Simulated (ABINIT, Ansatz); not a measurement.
# GeBr2 (P-3m1): Raman and infrared activity

Which lines does GeBr2 (P-3m1) show in Raman and infrared spectra?

Calculated with ABINIT 10.8.3; DFT LDA, scalar-relativistic, plane waves, HGH norm-conserving pseudopotentials.

Report form: the programs' logs are mostly left out.

The structure was built from a prototype and need not be the compound's stable phase.

## Step 1: Set-up

The structure is trigonal, space group P-3m1 (No. 164). The conventional cell has a = 3.920 Å, b = 3.920 Å, c = 6.113 Å, α = 90.00°, β = 90.00°, γ = 120.00°. Ge has 6 Br at 2.77 Å nearest. Nearest to Br lie 3 Ge at 2.77 Å. Farther neighbours and most contacts between anions are not listed.

## Step 2: Relaxing the cell and atoms

The harmonic expansion needs vanishing forces, and a free crystal bears no stress, so cell and atoms are brought to rest. Stress is more sensitive to the basis than forces are: the last 3 Ha under the cutoff are smoothed with ecutsm, and the cutoff is raised above that of the later runs.

The starting cell comes from a relaxation made beforehand in Ansatz (LDA, PseudoDojo NC).

Input file relax.abi:

```
# relaxation
ionmov 2
optcell 2
dilatmx 1.08
ntime 40
tolmxf 1.0d-05
tolvrs 1.0d-14
prtwf 0
prtden 0
chksymtnons 0

# basis, mesh and filling
ecut 26.0
ecutsm 3.0
ixc 7
ngkpt 9 9 4
nshiftk 1
shiftk 0.0 0.0 0.0
istwfk *1
occopt 1
nband 9
nstep 100
diemac 9.0
prtebands 0
prtgsr 0

# cell and atoms
acell 7.407231012 7.407231012 11.55155669
rprim 
    1.0 0.0 0.0
    -0.5 0.8660254038 0.0
    0.0 0.0 1.0
ntypat 2
znucl 32 35
natom 3
typat 1 2 2
xred 
    0.0 0.0 0.0
    1/3 2/3 0.2611840121
    2/3 1/3 0.7388159879
pp_dirpath "./pseudo"
pseudos "Ge.hgh, Br.hgh"
```

Started as:

```
OMP_NUM_THREADS=1 mpirun -n 4 abinit relax.abi > relax.log
```

The job ended after 78 s (4 MPI ranks of Arm Neoverse V2, shared host; 5.2 min of CPU time).

Step by step:

```csv
step,energy less that of the first step (eV),largest force (eV/Å),volume (Å³)
1,0.0000,0.0155,81.34
2,0.0000,0.0124,81.30
3,-0.0001,0.0032,81.13
4,-0.0001,0.0031,81.13
5,-0.0001,0.0003,81.09
6,-0.0001,0.0003,81.09
7,-0.0001,0.0001,81.07
```

```csv
"conventional cell, symmetrised",before,after,change
a (Å),3.920,3.916,-0.1 %
b (Å),3.920,3.916,-0.1 %
c (Å),6.113,6.106,-0.1 %
volume (Å³/atom),27.11,27.02,-0.3 %
```

The relaxed structure:

```cif
data_structure
_symmetry_space_group_name_H-M 'P 1'
_symmetry_Int_Tables_number 1
_cell_length_a 3.9156
_cell_length_b 3.9156
_cell_length_c 6.1057
_cell_angle_alpha 90.000
_cell_angle_beta 90.000
_cell_angle_gamma 120.000
_cell_volume 81.07
loop_
_atom_site_label
_atom_site_type_symbol
_atom_site_fract_x
_atom_site_fract_y
_atom_site_fract_z
_atom_site_occupancy
Ge1 Ge 0.00000 0.00000 0.00000 1
Br2 Br 0.33333 0.66667 0.26125 1
Br3 Br 0.66667 0.33333 0.73875 1
```

Read from the output:

| Property | Result |
| --- | --- |
| volume per atom | 27.02 Å³ |
| pressure | 7.66e-4 GPa |

The volume changes by -0.3 % from the cell with which this run began.

## Step 3: Self-consistent run for the response

The response is built on these wavefunctions, so the potential is converged far more tightly than an energy would need. The mesh is shifted off Γ, since shifted meshes converge sums over the zone faster.

Input file gs.abi:

```
# ground state
tolvrs 1.0d-16
prtden 1
prtwf 1

# basis, mesh and filling
ecut 20.0
ixc 7
ngkpt 9 9 4
nshiftk 1
shiftk 0.0 0.0 0.5
istwfk *1
occopt 1
nband 9
nstep 100
diemac 9.0
prtebands 0
prtgsr 0

# cell and atoms
acell 7.399358601 7.399358601 11.53816544
rprim 
    1.0 0.0 0.0
    -0.5 0.8660254038 0.0
    0.0 0.0 1.0
ntypat 2
znucl 32 35
natom 3
typat 1 2 2
xred 
    0.0 0.0 0.0
    1/3 2/3 0.2612496809
    2/3 1/3 0.7387503191
pp_dirpath "./pseudo"
pseudos "Ge.hgh, Br.hgh"
```

Started as:

```
OMP_NUM_THREADS=1 mpirun -n 4 abinit gs.abi > gs.log
```

Run time: 7.4 s. Hardware: 4 MPI ranks.

This step gave:

| Property | Result |
| --- | --- |
| pressure | -2.202 GPa |

The cell stands at -2.2 GPa: the relaxation ran with a smoothed and higher cutoff and on another k mesh.

## Step 4: The gap at rest

Empty bands on the ground state's density check that the gap assumed so far is there in this cell.

Input file gap.abi:

```
# empty bands on the ground state's density
iscf -2
getden_filepath "gso_DEN"
tolwfr 1.0d-12
nbdbuf 2
prtwf 0

# basis, mesh and filling
ecut 20.0
ixc 7
ngkpt 9 9 4
nshiftk 1
shiftk 0.0 0.0 0.0
istwfk *1
occopt 1
nband 13
nstep 100
diemac 9.0
prtebands 0
prtgsr 0

# cell and atoms
acell 7.399358601 7.399358601 11.53816544
rprim 
    1.0 0.0 0.0
    -0.5 0.8660254038 0.0
    0.0 0.0 1.0
ntypat 2
znucl 32 35
natom 3
typat 1 2 2
xred 
    0.0 0.0 0.0
    1/3 2/3 0.2612496809
    2/3 1/3 0.7387503191
pp_dirpath "./pseudo"
pseudos "Ge.hgh, Br.hgh"
```

Started as:

```
OMP_NUM_THREADS=1 mpirun -n 4 abinit gap.abi > gap.log
```

Wall time 4.2 s (4 MPI ranks).

This step gave:

- gap on the k-mesh: 1.823 eV

In this cell the gap on the mesh is 1.8 eV, direct, so fixed occupations hold.

## Step 5: Linear response at Γ

The derivative of the wavefunctions by k comes first, since the response to a field is built on it; then the field and the displacements that symmetry doesn't supply are solved at q = 0. By the 2n+1 theorem the first-order wavefunctions also give third derivatives: Raman tensors and the non-linear susceptibility.

It reads the wavefunctions written in step 3.

Input file dfpt_gamma.abi:

```
ndtset 3

# common to the responses
getwfk_filepath "gso_WFK"
kptopt 2
nqpt 1
qpt 0.0 0.0 0.0
asr 0
chneut 0

# d/dk
rfelfd1 2
rfdir1 1 1 1
iscf1 -3
tolwfr1 1.0d-20

# displacements, field
rfphon2 1
rfatpol2 1 3
rfdir2 1 1 1
rfelfd2 3
getddk2 1
tolvrs2 1.0d-10
prepanl2 1
prtden2 1

# third order
optdriver3 5
getden_filepath3 "gso_DEN"
get1den3 2
get1wf3 2
getddk3 1
d3e_pert1_elfd3 1
d3e_pert1_phon3 1
d3e_pert1_atpol3 1 3
d3e_pert1_dir3 1 1 1
d3e_pert2_elfd3 1
d3e_pert2_dir3 1 1 1
d3e_pert3_elfd3 1
d3e_pert3_dir3 1 1 1
usepead3 1
tolvrs3 1.0d-10

# basis, mesh and filling
ecut 20.0
ixc 7
ngkpt 9 9 4
nshiftk 1
shiftk 0.0 0.0 0.5
istwfk *1
occopt 1
nband 9
nstep 100
diemac 9.0
prtebands 0
prtgsr 0

# cell and atoms
acell 7.399358601 7.399358601 11.53816544
rprim 
    1.0 0.0 0.0
    -0.5 0.8660254038 0.0
    0.0 0.0 1.0
ntypat 2
znucl 32 35
natom 3
typat 1 2 2
xred 
    0.0 0.0 0.0
    1/3 2/3 0.2612496809
    2/3 1/3 0.7387503191
pp_dirpath "./pseudo"
pseudos "Ge.hgh, Br.hgh"
```

Started as:

```
OMP_NUM_THREADS=1 mpirun -n 4 abinit dfpt_gamma.abi > dfpt_gamma.log
```

The job ended after 4.3 min (4 MPI ranks).

Numbers from this step:

* miss of the charge sum rule: 0.002588 e
* largest acoustic frequency at the zone centre before the sum rule: -1.31 cm⁻¹
* highest optical zone-centre mode (no LO-TO term): 200.4 cm⁻¹
* lowest optical zone-centre mode: 74.86 cm⁻¹
* mean high-frequency dielectric constant: 6.661
* largest Born charge in size (third of the trace): 3.501 e

Born charge (rows field, columns displacement), before the sum rule (e), principal values of the symmetric part by kind of site:

```csv
atom,atoms with these values,low,middle,high,mean
Ge1,1,1.69,4.41,4.41,3.50
Br2,2,-2.20,-2.20,-0.84,-1.75
```

In full for Br2:

```
-2.20  0.00  0.00
 0.00 -2.20  0.00
 0.00  0.00 -0.84
```

High-frequency dielectric tensor:

```
7.42 0.00 0.00
0.00 7.42 0.00
0.00 0.00 5.15
```

The acoustic modes at Γ come out as far as 1.3 cm⁻¹ from zero, where they should vanish, a small numerical error; the Born charges miss their sum rule by 0.0026 e, which is good.

## Step 6: Zone-centre analysis

anaddb reads the merged derivatives, imposes the acoustic sum rule and charge neutrality, and adds the LO-TO term along chosen directions.

Input file anaddb.abi:

```
ddb_filepath "gamma_DDB"
output_file "anaddb.abo"
outdata_prefix "anaddb"
asr 1
chneut 1
enunit 2
eivec 1
nph1l 1
qph1l 0.0 0.0 0.0 1.0
dieflag 1
nph2l 3
qph2l 
    1.0 0.0 0.0 0.0
    0.0 0.0 1.0 0.0
    1.0 1.0 1.0 0.0
nlflag 1
ramansr 1
alphon 1
prtmbm 1
```

Input file mrgddb.in:

```
gamma_DDB
merged
3
dfpt_gammao_DS2_DDB
dfpt_gammao_DS3_DDB
gso_DDB
```

Started as:

```
mrgddb < mrgddb.in > mrgddb.log
OMP_NUM_THREADS=1 anaddb anaddb.abi > anaddb.log
```

It took 0.61 s on 1 thread.

Numbers from this step:

| Item | Value |
| --- | --- |
| mean static dielectric constant | 35.03 |
| highest mode moved by the LO-TO term | 216.6 cm⁻¹ |

No LO-TO term; unit eigenvectors of the mass-weighted matrix, from anaddb's displacements. The modes at Γ (shares of kinetic energy by element, %):

```csv
mode,frequency (cm⁻¹),Ge %,Br %
1,0.0,31,69
2,0.0,31,69
3,0.0,31,69
4,74.9,69,31
5,74.9,69,31
6,110.6,0,100
7,110.6,0,100
8,137.7,0,100
9,200.4,69,31
```

Displacements in mode 4 (74.9 cm⁻¹), the largest set to 1:
```
Ge1  0.00  1.00  0.00
Br2  0.00 -0.45  0.00
Br3  0.00 -0.45  0.00
```

Displacements in mode 9 (200.4 cm⁻¹), the largest set to 1:
```
Ge1  0.00  0.00  1.00
Br2  0.00  0.00 -0.45
Br3  0.00  0.00 -0.45
```

From anaddb's Raman susceptibilities, degenerate modes summed; transverse modes, the longitudinal lines of polar modes are not listed. Lines of the Raman spectrum (strongest = 100):

```csv
position (cm⁻¹),lines merged,"Raman activity (Å⁴/amu), powder, relative"
75,2,0.0
111,2,8.0
138,1,100
200,1,0.0
```

Static dielectric tensor (ions relaxed, fixed cell):

```
49.54  0.00  0.00
 0.00 49.54  0.00
 0.00  0.00  6.02
```

The rule moves no optical mode by more than 0.1 cm⁻¹.

## Step 7: Sum rules set otherwise (asr 0)

Without the rule the raw error of the acoustic modes shows.

anaddb.abi, as its differences from that of step 6:

```diff
@@ -3,4 +3,4 @@
 outdata_prefix "anaddb"
-asr 1
-chneut 1
+asr 0
+chneut 0
 enunit 2
```

mrgddb.in is that of step 6.

It took 0.61 s on 1 thread.

Zone-centre frequencies as printed; negative means imaginary. Modes:

```csv
mode,frequency (cm⁻¹)
1,-1.31
2,0.34
3,0.34
4,74.86
5,74.86
6,110.6
7,110.6
8,137.7
9,200.4
```

## Step 8: Cross-check with Ansatz

The same cell goes through another code, with its own cutoff. The potentials differ. Its k mesh is centred on Γ.

This step: DFT LDA, scalar-relativistic, plane waves, PseudoDojo norm-conserving pseudopotentials (Ansatz 0.2.0).

Input file input.yaml:

```yaml
crystal:
  lattice:
    - [3.9155719471, 0.0, 0.0]
    - [-1.9577859736, 3.3909847766, 0.0]
    - [0.0, 0.0, 6.1057342059]
  atoms:
    - { symbol: Ge, position: [0.0, 0.0, 0.0] }
    - { symbol: Br, position: [0.3333333333, 0.6666666667, 0.2612496809] }
    - { symbol: Br, position: [0.6666666667, 0.3333333333, 0.7387503191] }
kpoints:
  mp_grid: { grid: [9, 9, 4] }
hamiltonian:
  xc: lda
  pseudopotentials: { kind: nc, accuracy: standard }
scf:
  occupations: { method: fixed }
output:
  eigenvalues: true
phonons:
  method: dfpt
  dielectric: true
  rigid_motions: translations
  raman: true
```

Started as:

```
ansatz run input.yaml --threads 4 --pin off --max-ram 8192MiB --backend cpu --events-out ev --progress --plain --runs-dir out
```

The job ended after 12 min (4 threads; peak memory 3.1 GiB).

Numbers from this step:

* gap on the k-mesh: 1.851 eV
* sum-rule residual before enforcement: 4.91e-4 eV/Å²
* miss of the charge sum rule: 0.009343 e
* estimated error of the dielectric tensor: 0.03131
* estimated error of the Born charges: 0.03186 e
* highest optical zone-centre mode (no LO-TO term): 201.4 cm⁻¹
* lowest optical zone-centre mode: 79.76 cm⁻¹
* mean high-frequency dielectric constant: 6.558
* largest Born charge in size (third of the trace): 3.469 e
* mean static dielectric constant: 31.01
* highest mode moved by the LO-TO term: 217.8 cm⁻¹

Transverse modes. Lines of the infrared spectrum (strongest = 100):

```csv
position (cm⁻¹),label,"IR intensity ((D/Å)²/amu), degenerate modes summed, relative"
80,Eu,100
112,Eg,0.0
139,A1g,0.0
201,A2u,7.6
```

Activity x (w_L - w)^4 (n + 1)/w, 532 nm, 300 K. Raman lines, with heights relative to the strongest:

```csv
position (cm⁻¹),label,"Stokes intensity, strongest 100"
80,Eu,0.0
112,Eg,11
139,A1g,100
201,A2u,0.0
```

## Step 9: The two compared: ABINIT HGH and Ansatz, PseudoDojo

Worked out from the results:

- root-mean-square difference: 3.02 cm⁻¹
- largest difference: 4.9 cm⁻¹

Frequencies side by side, by row:

```csv
q (reciprocal lattice),mode,ABINIT HGH (cm⁻¹),"Ansatz, PseudoDojo (cm⁻¹)"
0 0 0,1,0,0
0 0 0,2,0,0
0 0 0,3,0,0
0 0 0,4,74.86,79.76
0 0 0,5,74.86,79.76
0 0 0,6,110.6,112
0 0 0,7,110.6,112
0 0 0,8,137.7,138.8
0 0 0,9,200.4,201.4
```

The two runs side by side. Further quantities:

```csv
quantity,ABINIT HGH,"Ansatz, PseudoDojo"
mean ε∞,6.661,6.558
"largest Born charge in size (e; the first before, the second after the charge sum rule)",3.501,3.469
summed Raman activity (Å⁴/amu),217.1,234.5
```

At the zone centre the largest difference (acoustic modes at Γ apart) is 2 % of the highest mode, but 7 % of the mode at 75 cm⁻¹ on which it sits; the summed Raman activity differs by 7.4 %.

## Step 10: What came out

```yaml
space_group_after_relaxation: P-3m1
volume_per_atom: 27.0 Å³
highest_optical_zone_centre_mode_no_lo_to_term: 200.4 cm⁻¹
lowest_optical_zone_centre_mode: 74.9 cm⁻¹
highest_mode_moved_by_the_lo_to_term: 216.6 cm⁻¹
mean_high_frequency_dielectric_constant: 6.66
largest_born_charge_in_size_third_of_the_trace: 3.50 e
mean_static_dielectric_constant: 35.0
imaginary_optical_modes_at_the_zone_centre_no_q_mesh_in_this_session: none
largest_difference_from_ansatz_pseudodojo: 4.9 cm⁻¹
```

The largest Raman activity of GeBr2 (P-3m1) lies at 138 cm⁻¹. At the LDA level the optical modes of GeBr2 (P-3m1) at the zone centre (no LO-TO term) run from 75 to 200 cm⁻¹. The base run prints -2.2 GPa, mostly the error of a finite basis; the relaxation, with a smoothed and higher cutoff, had brought the cell to rest. An error of this size shows a cutoff that is short for these files. Along the directions run, the highest mode that the macroscopic field moves lies at 217 cm⁻¹. Lattice motion raises the mean dielectric constant from 6.661 to 35.03. The Raman intensities rest on static tensors of the transverse modes; green light lies near or above this gap, where resonance changes them. ABINIT HGH and Ansatz, PseudoDojo differ by 3.0 cm⁻¹ in the root mean square and by 4.9 cm⁻¹ at most, 2.4 % of the highest mode compared (acoustic modes at Γ left out); the two use different potentials, and the cell was not relaxed for the second set. These are harmonic frequencies at zero temperature: anharmonic shifts and linewidths and thermal expansion are left out. The HGH files keep few electrons and have no core correction, which is cheap but rough for Ge. The structure is a hypothetical one, built on a prototype.

[Host names and launcher messages were left out of these logs when they were recorded.]

[Logs are printed without paths, hosts, clocks, repeated set-up lines and the standing remarks that a program may print on its own settings, such as how far it seeks lower states.]

[Hosts, paths, dates, database ids (printed as entryN), source tags and the programs' standing remarks are cut or masked in the printed files.]
